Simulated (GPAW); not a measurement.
# SiO2 (Quartz): G0W0 on several meshes in GPAW

Aim: the GW shift of SiO2 (Quartz) against the k mesh.

Main program and level: GPAW 26.7.0; PBE and many-body steps on it, plane waves.

## (1) Starting point

The structure is trigonal, space group P3_121 (No. 152). The conventional cell has a = 4.916 Å, b = 4.916 Å, c = 5.409 Å, α = 90.00°, β = 90.00°, γ = 120.00°. Nearest to Si lie 4 O at 1.61 Å. Nearest to O lie 2 Si at 1.61 Å. Farther neighbours and most contacts between anions are not listed.

Structure file:

```cif
data_structure
_symmetry_space_group_name_H-M 'P3_121'
_symmetry_Int_Tables_number 152
_cell_length_a 4.9158
_cell_length_b 4.9158
_cell_length_c 5.4091
_cell_angle_alpha 90.000
_cell_angle_beta 90.000
_cell_angle_gamma 120.000
_cell_volume 113.20
loop_
_atom_site_label
_atom_site_type_symbol
_atom_site_symmetry_multiplicity
_atom_site_Wyckoff_symbol
_atom_site_fract_x
_atom_site_fract_y
_atom_site_fract_z
_atom_site_occupancy
Si1 Si 3 a 0.53030 0.00000 0.33333 1
O1 O 6 c 0.14620 0.41420 0.88100 1
```

The cell and positions come from the Crystallography Open Database and are kept as given unless a step says otherwise.

## (2) Empty states on the mesh, 3×3×4 mesh, 267 bands

This step: GPAW 26.7.0; DFT, PBE, plane waves, PAW.

The sums over transitions need many empty states on a uniform mesh; this step solves for them.

The input, run.py:

```python
import json
import numpy as np
from gpaw.mpi import world
from gpaw import GPAW

calc = GPAW('gs.gpw').fixed_density(kpts={'size': (3, 3, 4), 'gamma': True},
    nbands=311,
    convergence={'bands': 267},
    txt='nscf.txt')
calc.write('full.gpw', mode='all')
res = {}
kpts = calc.get_ibz_k_points()
res['kpts'] = kpts
res['eigenvalues'] = [calc.get_eigenvalues(kpt=k) for k in range(len(kpts))]
res['n_electrons'] = calc.get_number_of_electrons()

if world.rank == 0:
    with open('result.json', 'w') as f:
        json.dump(res, f, default=lambda x: x.tolist())
```

On the command line:

```bash
> mpirun -n 4 gpaw python run.py
```

Numbers of over 12 decimals in the logs are rounded to 6 here.

The program printed:

```text
Diagonalizing LCAO Hamiltonian
Converting LCAO to pw mode
convergence criteria:
- Maximum integral of absolute [eigenst]ate change: 4e-08 eV^2 / valence electron
maximum number of iterations: 100

SCF iterations
|iter     |     time |      energy | eigst |  dens |
|iter:   1|  |             | +4.39 |       |
|iter:   2|  |             | +3.23 |       |
|iter:   3|  |             | +2.14 |       |
[...]
|iter:  14|  |             | -6.69 |       |
|iter:  15|  |             | -7.25 |       |
|iter:  16|  |             | -7.56c|       |
SCF steps: 16
  __  _  _
 | _ |_)|_||  |
 |__||  | ||/\| - 26.7.0

Input parameters:
  mode=PW(ecut=600.0),
  convergence={'bands': 267},
  gpts=array([28, 28, 32]),
  kpts=MonkhorstPack(size=(3, 3, 4), gamma=True),
  maxiter=100,
  nbands=311,
  occupations=Occupations(name='fermi-dirac', width=0.001, fixmagmom=False),
  parallel={},
  xc=XC(name='PBE')
# Writing to full.gpw (mode='all')
  [... matrices ...]

timing:  # [seconds]
  Total: 0.296  # ━━━━━━━━━━━━━━━━━━━━━━━━━━━━━━━━━━━━━━━━━━━━━━━━━━━━━━━━━━━
```

It took 3.9 min on 4 MPI ranks of Intel Xeon Platinum 8375C at 2.90GHz (Ice Lake), shared host; peak memory 1.4 GiB; 14 min of CPU time.

Numbers from this step:

| Property | Result |
| --- | --- |
| gap | 6.031 eV |
| k of the valence top | 0.3333, 0.3333, 0 |
| k of the conduction bottom | 0, 0, 0 |
| least direct gap | 6.349 eV |
| k points computed | 14 |
| lowest point of the top converged band, above the valence top | 91.6551 eV |

On this mesh the gap is 6.031 eV.

## (3) 3×3×4

Now the one-shot GW correction: screening in the RPA, then the self-energy of the levels asked for.

This step: G0W0 on PBE, plane waves, PAW.

The input, run.py:

```python
import json
import numpy as np
from gpaw.mpi import world
from gpaw.response.g0w0 import G0W0

gw = G0W0('full.gpw',
    filename='gw',
    kpts=[0, 11],
    bands=(22, 26),
    ecut=60,
    nbands=119,
    integrate_gamma='WS',
    ppa=True)
gw.calculate()
res = {mode: {k: v for k, v in r.items() if k != 'sigma_eskwn'}
       for mode, r in gw.all_results.items()}

if world.rank == 0:
    with open('result.json', 'w') as f:
        json.dump(res, f, default=lambda x: x.tolist())
```

On the command line:

```bash
> mpirun -n 4 gpaw python run.py
```

The program printed:

```text
Using integrator: PointIntegrator
FrequencyGridDescriptor(from 0.000+0.000j to 0.000+27.211j eV, 2 points)
Nonperiodic BCs:  [False False False]
Using integrator: PointIntegrator
FrequencyGridDescriptor(from 0.000+0.000j to 0.000+27.211j eV, 2 points)
Nonperiodic BCs:  [False False False]
  ___  _ _ _
 |   || | | |
 | | || | | |
 |__ ||_____|
 |___|

BZ k-points: Symmetries present (total): 2

  [... matrices ...]
36 k-points: 3 x 3 x 4 Monkhorst-Pack grid + [0.000000,0.000000,1/8]
14 k-points in the irreducible part of the Brillouin zone
       k-points in crystal coordinates                weights
   0:     0.00000000    0.00000000    0.00000000          1/36
   1:     0.00000000    0.00000000    0.25000000          2/36
   2:     0.00000000    0.00000000    0.50000000          1/36
   3:     0.33333333   -0.33333333   -0.25000000          2/36
   4:     0.33333333   -0.33333333    0.00000000          2/36
   5:     0.33333333   -0.33333333    0.25000000          2/36
   6:     0.33333333   -0.33333333    0.50000000          2/36
   7:     0.33333333    0.00000000   -0.25000000          4/36
   8:     0.33333333    0.00000000    0.00000000          4/36
   9:     0.33333333    0.00000000    0.25000000          4/36
          ...
  13:     0.33333333    0.33333333    0.50000000          2/36

Distributing spins, k-points and bands (1 x 2 x 4) over 4 processes
Number of blocks: 1

Quasi particle states:
k-points (IBZ indices): [0, 11]
Band range: (22, 26)
  [... matrices ...]
Computational parameters:
Plane wave cut-off: 60 eV
Number of bands: 119
Coulomb cutoff: None
Broadening: 0.1 eV

fxc modes: GW
Kernel: RPA
Using Godby-Needs plasmon-pole approximation:
  Fitting energy: i*E0, E0 = 1.000 Hartree
Summing all q:

Calculating screened Coulomb potential
No Coulomb truncation
FrequencyGridDescriptor(from 0.000+0.000j to 0.000+27.211j eV, 2 points)
Removing empty qpoint cache files...

Calculating chi0 body with:
    Ground state adapter containing:
    Number of spins: 1
    Number of kpoints: 36
    Number of irreducible kpoints: 14
    Number of completely occupied states: 24
    Number of partially occupied states: 24
    Occupied states memory: 9.1875 M / cpu

    Linear response parametrization:
    q_c: [0.0, 0.0, 0.0]
    Number of frequency points: 2
    Planewave cutoff: 60.0
    Number of bands: 119
    Number of planewaves: 121
    Broadening (eta): 1e-06
    comm.size: 4
    kncomm.size: 4
    blockcomm.size: 1

    Memory estimate of potentially large arrays:
        chi0_wGG: 0.446808 M / cpu
Integrating chi0 body.

Symmetries of q_c:
    Direct symmetries (Uq -> q): 2
    Indirect symmetries (TUq -> q): 2
In total 4 allowed symmetries.

  [... matrices ...]
14 groups of equivalent kpoints. 61.111111% reduction.

Integral kind: response function
Integrating chi0 head and wings.

Symmetries of q_c:
    Direct symmetries (Uq -> q): 2
    Indirect symmetries (TUq -> q): 2
In total 4 allowed symmetries.

  [... matrices ...]
14 groups of equivalent kpoints. 61.111111% reduction.

Integral kind: response function wings

Calculating chi0 body with:
    Ground state adapter containing:
    Number of spins: 1
    Number of kpoints: 36
    Number of irreducible kpoints: 14
    Number of completely occupied states: 24
    Number of partially occupied states: 24
    Occupied states memory: 9.1875 M / cpu

[... the further q-points ...]

Results:
f:      Occupation numbers
eps:     KS-eigenvalues [eV]
vxc:     KS vxc [eV]
exx:     Exact exchange [eV]
sigma:   Self-energies [eV]
dsigma:  Self-energy derivatives
Z:       Renormalization factors
qp:      QP-energies [eV]

k-point 0 (0): (0.000, 0.000, 0.000)                GW
band       f     eps     vxc     exx   sigma  dsigma       Z      qp
                                                                   GW
  22   1.000   1.072 -20.351 -26.268   4.152  -0.208   0.828  -0.390
  23   1.000   1.072 -20.351 -26.268   4.152  -0.208   0.828  -0.390
  24   0.000   7.421 -12.354  -7.782  -3.082  -0.139   0.878   8.729
  25   0.000  10.688 -11.940  -6.604  -3.237  -0.148   0.871  12.517

k-point 1 (11): (0.333, 0.333, 0.000)                GW
band       f     eps     vxc     exx   sigma  dsigma       Z      qp
                                                                   GW
  22   1.000   0.949 -20.586 -26.568   4.220  -0.210   0.827  -0.508
  23   1.000   1.390 -20.956 -26.823   4.206  -0.208   0.828   0.014
  24   0.000  10.352 -13.759  -8.453  -3.153  -0.153   0.867  12.218
  25   0.000  10.352 -13.759  -8.453  -3.153  -0.153   0.867  12.218
```

Elapsed: 2.6 min, on 4 MPI ranks; peak memory 1.8 GiB; 10 min of CPU time.

This step gave:

```yaml
g0w0_gap_on_the_points_computed: 8.714 eV
least_direct_g0w0_gap_on_the_computed_points: 9.119 eV
z_at_the_valence_top: 0.8278
z_at_the_conduction_bottom: 0.8779
starting_gap_on_the_mesh: 6.031 eV
k_of_the_valence_top: 0.3333, 0.3333, 0
k_of_the_conduction_bottom: 0, 0, 0
```

The gap on the mesh goes from 6.03 eV to 8.71 eV, a correction of +2.68 eV.

## (4) Empty states on the mesh, 3×3×2 mesh, 129 bands

This step: DFT, PBE, plane waves, PAW.

The input, run.py:

```python
import json
import numpy as np
from gpaw.mpi import world
from gpaw import GPAW

calc = GPAW('gs.gpw').fixed_density(kpts={'size': (3, 3, 2), 'gamma': True},
    nbands=150,
    convergence={'bands': 129},
    txt='nscf.txt')
calc.write('full.gpw', mode='all')
res = {}
kpts = calc.get_ibz_k_points()
res['kpts'] = kpts
res['eigenvalues'] = [calc.get_eigenvalues(kpt=k) for k in range(len(kpts))]
res['n_electrons'] = calc.get_number_of_electrons()

if world.rank == 0:
    with open('result.json', 'w') as f:
        json.dump(res, f, default=lambda x: x.tolist())
```

On the command line:

```bash
> mpirun -n 4 gpaw python run.py
```

The program printed:

```text
Diagonalizing LCAO Hamiltonian
Converting LCAO to pw mode
convergence criteria:
- Maximum integral of absolute [eigenst]ate change: 4e-08 eV^2 / valence electron
maximum number of iterations: 100

SCF iterations
|iter     |     time |      energy | eigst |  dens |
|iter:   1|  |             | +3.91 |       |
|iter:   2|  |             | +2.69 |       |
|iter:   3|  |             | +1.55 |       |
[...]
|iter:  12|  |             | -6.52 |       |
|iter:  13|  |             | -7.14 |       |
|iter:  14|  |             | -7.56c|       |
SCF steps: 14
  __  _  _
 | _ |_)|_||  |
 |__||  | ||/\| - 26.7.0

Input parameters:
  mode=PW(ecut=600.0),
  convergence={'bands': 129},
  gpts=array([28, 28, 32]),
  kpts=MonkhorstPack(size=(3, 3, 2), gamma=True),
  maxiter=100,
  nbands=150,
  occupations=Occupations(name='fermi-dirac', width=0.001, fixmagmom=False),
  parallel={},
  xc=XC(name='PBE')
# Writing to full.gpw (mode='all')
  [... matrices ...]

timing:  # [seconds]
  Total: 0.085  # ━━━━━━━━━━━━━━━━━━━━━━━━━━━━━━━━━━━━━━━━━━━━━━━━━━━━━━━━━━━
```

Run time: 26 s. Hardware: 4 MPI ranks; peak memory 1 GiB.

Numbers from this step:

```yaml
gap: 6.031 eV
k_of_the_valence_top: 0.3333, 0.3333, 0
k_of_the_conduction_bottom: 0, 0, 0
least_direct_gap: 6.349 eV
k_points_computed: 8
lowest_point_of_the_top_converged_band_above_the_valence_top: 51.1977 eV
```

On this mesh the gap is 6.031 eV.

## (5) 3×3×2

This step: G0W0 on PBE, plane waves, PAW.

The input, run.py:

```python
import json
import numpy as np
from gpaw.mpi import world
from gpaw.response.g0w0 import G0W0

gw = G0W0('full.gpw',
    filename='gw',
    kpts=[0, 6],
    bands=(22, 26),
    ecut=60,
    nbands=119,
    integrate_gamma='WS',
    ppa=True)
gw.calculate()
res = {mode: {k: v for k, v in r.items() if k != 'sigma_eskwn'}
       for mode, r in gw.all_results.items()}

if world.rank == 0:
    with open('result.json', 'w') as f:
        json.dump(res, f, default=lambda x: x.tolist())
```

On the command line:

```bash
> mpirun -n 4 gpaw python run.py
```

The program printed:

```text
Using integrator: PointIntegrator
FrequencyGridDescriptor(from 0.000+0.000j to 0.000+27.211j eV, 2 points)
Nonperiodic BCs:  [False False False]
Using integrator: PointIntegrator
FrequencyGridDescriptor(from 0.000+0.000j to 0.000+27.211j eV, 2 points)
Nonperiodic BCs:  [False False False]
  ___  _ _ _
 |   || | | |
 | | || | | |
 |__ ||_____|
 |___|

BZ k-points: Symmetries present (total): 2

  [... matrices ...]
18 k-points: 3 x 3 x 2 Monkhorst-Pack grid + [0.000000,0.000000,1/4]
8 k-points in the irreducible part of the Brillouin zone
       k-points in crystal coordinates                weights
   0:     0.00000000    0.00000000    0.00000000          1/18
   1:     0.00000000    0.00000000    0.50000000          1/18
   2:     0.33333333   -0.33333333    0.00000000          2/18
[...]
6:     0.33333333    0.33333333    0.00000000          2/18
   7:     0.33333333    0.33333333    0.50000000          2/18

Distributing spins, k-points and bands (1 x 2 x 4) over 4 processes
Number of blocks: 1

Quasi particle states:
k-points (IBZ indices): [0, 6]
Band range: (22, 26)
  [... matrices ...]
Computational parameters:
Plane wave cut-off: 60 eV
Number of bands: 119
Coulomb cutoff: None
Broadening: 0.1 eV

fxc modes: GW
Kernel: RPA
Using Godby-Needs plasmon-pole approximation:
  Fitting energy: i*E0, E0 = 1.000 Hartree
Summing all q:

Calculating screened Coulomb potential
No Coulomb truncation
FrequencyGridDescriptor(from 0.000+0.000j to 0.000+27.211j eV, 2 points)
Removing empty qpoint cache files...

Calculating chi0 body with:
    Ground state adapter containing:
    Number of spins: 1
    Number of kpoints: 18
    Number of irreducible kpoints: 8
    Number of completely occupied states: 24
    Number of partially occupied states: 24
[...]
q_c: [0.0, 0.0, 0.0]
    Number of frequency points: 2
    Planewave cutoff: 60.0
    Number of bands: 119
    Number of planewaves: 121
    Broadening (eta): 1e-06
    comm.size: 4
    kncomm.size: 4
    blockcomm.size: 1

    Memory estimate of potentially large arrays:
        chi0_wGG: 0.446808 M / cpu
Integrating chi0 body.

Symmetries of q_c:
    Direct symmetries (Uq -> q): 2
    Indirect symmetries (TUq -> q): 2
In total 4 allowed symmetries.

  [... matrices ...]
8 groups of equivalent kpoints. 55.555556% reduction.

Integral kind: response function
Integrating chi0 head and wings.

Symmetries of q_c:
    Direct symmetries (Uq -> q): 2
    Indirect symmetries (TUq -> q): 2
In total 4 allowed symmetries.

  [... matrices ...]
8 groups of equivalent kpoints. 55.555556% reduction.

Integral kind: response function wings

Calculating chi0 body with:
    Ground state adapter containing:
    Number of spins: 1
    Number of kpoints: 18
    Number of irreducible kpoints: 8
    Number of completely occupied states: 24
    Number of partially occupied states: 24
    Occupied states memory: 9.1875 M / cpu

[... the further q-points ...]

Results:
f:      Occupation numbers
eps:     KS-eigenvalues [eV]
vxc:     KS vxc [eV]
exx:     Exact exchange [eV]
sigma:   Self-energies [eV]
dsigma:  Self-energy derivatives
Z:       Renormalization factors
qp:      QP-energies [eV]

k-point 0 (0): (0.000, 0.000, 0.000)                GW
band       f     eps     vxc     exx   sigma  dsigma       Z      qp
                                                                   GW
  22   1.000   1.072 -20.351 -26.268   4.152  -0.208   0.828  -0.389
  23   1.000   1.072 -20.351 -26.268   4.152  -0.208   0.828  -0.389
  24   0.000   7.421 -12.354  -7.774  -3.084  -0.139   0.878   8.734
[...]
k-point 1 (6): (0.333, 0.333, 0.000)                GW
band       f     eps     vxc     exx   sigma  dsigma       Z      qp
                                                                   GW
[...]
24   0.000  10.352 -13.759  -8.451  -3.151  -0.154   0.867  12.221
  25   0.000  10.352 -13.759  -8.452  -3.151  -0.154   0.867  12.221
```

It took 35 s on 4 MPI ranks; peak memory 1.4 GiB; 2.3 min of CPU time.

This step gave:

```
G0W0 gap on the points computed              : 8.721 eV
least direct G0W0 gap on the computed points : 9.123 eV
Z at the valence top                         : 0.8278
Z at the conduction bottom                   : 0.8778
starting gap on the mesh                     : 6.031 eV
k of the valence top                         : 0.3333, 0.3333, 0
k of the conduction bottom                   : 0, 0, 0
```

Against G0W0 in GPAW (3×3×4 mesh, 119 bands, screening to 60 eV, Godby-Needs plasmon pole), the gap moves by +0.007 eV.

## (6) The runs together

Times are wall times on 4 MPI ranks of Intel Xeon Platinum 8375C at 2.90GHz (Ice Lake), shared host, good to a factor of about two.

```
  run   mesh  bands  screening cutoff (eV)  DFT gap (eV)  gap on the mesh (eV)  direct (eV)     time
3×3×4  3×3×4    119                     60         6.031                 8.714        9.119  2.6 min
3×3×2  3×3×2    119                     60         6.031                 8.721        9.123     35 s
```

## (7) Summary of results

| Item | Value |
| --- | --- |
| 3×3×4 | 8.714 eV |
| 3×3×2 | 8.721 eV |
| known limits | not at the basis limit; coarse k mesh |

What this shows: 3×3×2: +0.007 eV against 3×3×4. Bands and cutoff are finite, so the gap is not at the basis limit. The miss can reach some tenths of an eV and take either sign; the mesh is an error of its own. These stock PAW sets were not made for GW. In the G0W0 runs levels were corrected at 2 k points alone, so a gap called «on the mesh» is the least over those, and an edge elsewhere would be missed. The 3×3×4 mesh is coarse for this cell, which bears on the long-range parts of exchange and screening.

[Paths, hosts, dates, memory and timing lines, banners, echoed tables and standing remarks are left out of the program output.]

[Logs are printed without paths, hosts, clocks, repeated set-up lines and the standing remarks that a program may print on its own settings, such as how far it seeks lower states.]

[Runs of the session that timed out or met a known fault of the program may be left out.]

[Hosts, paths, dates, database ids (printed as entryN), source tags and the programs' standing remarks are cut or masked in the printed files.]
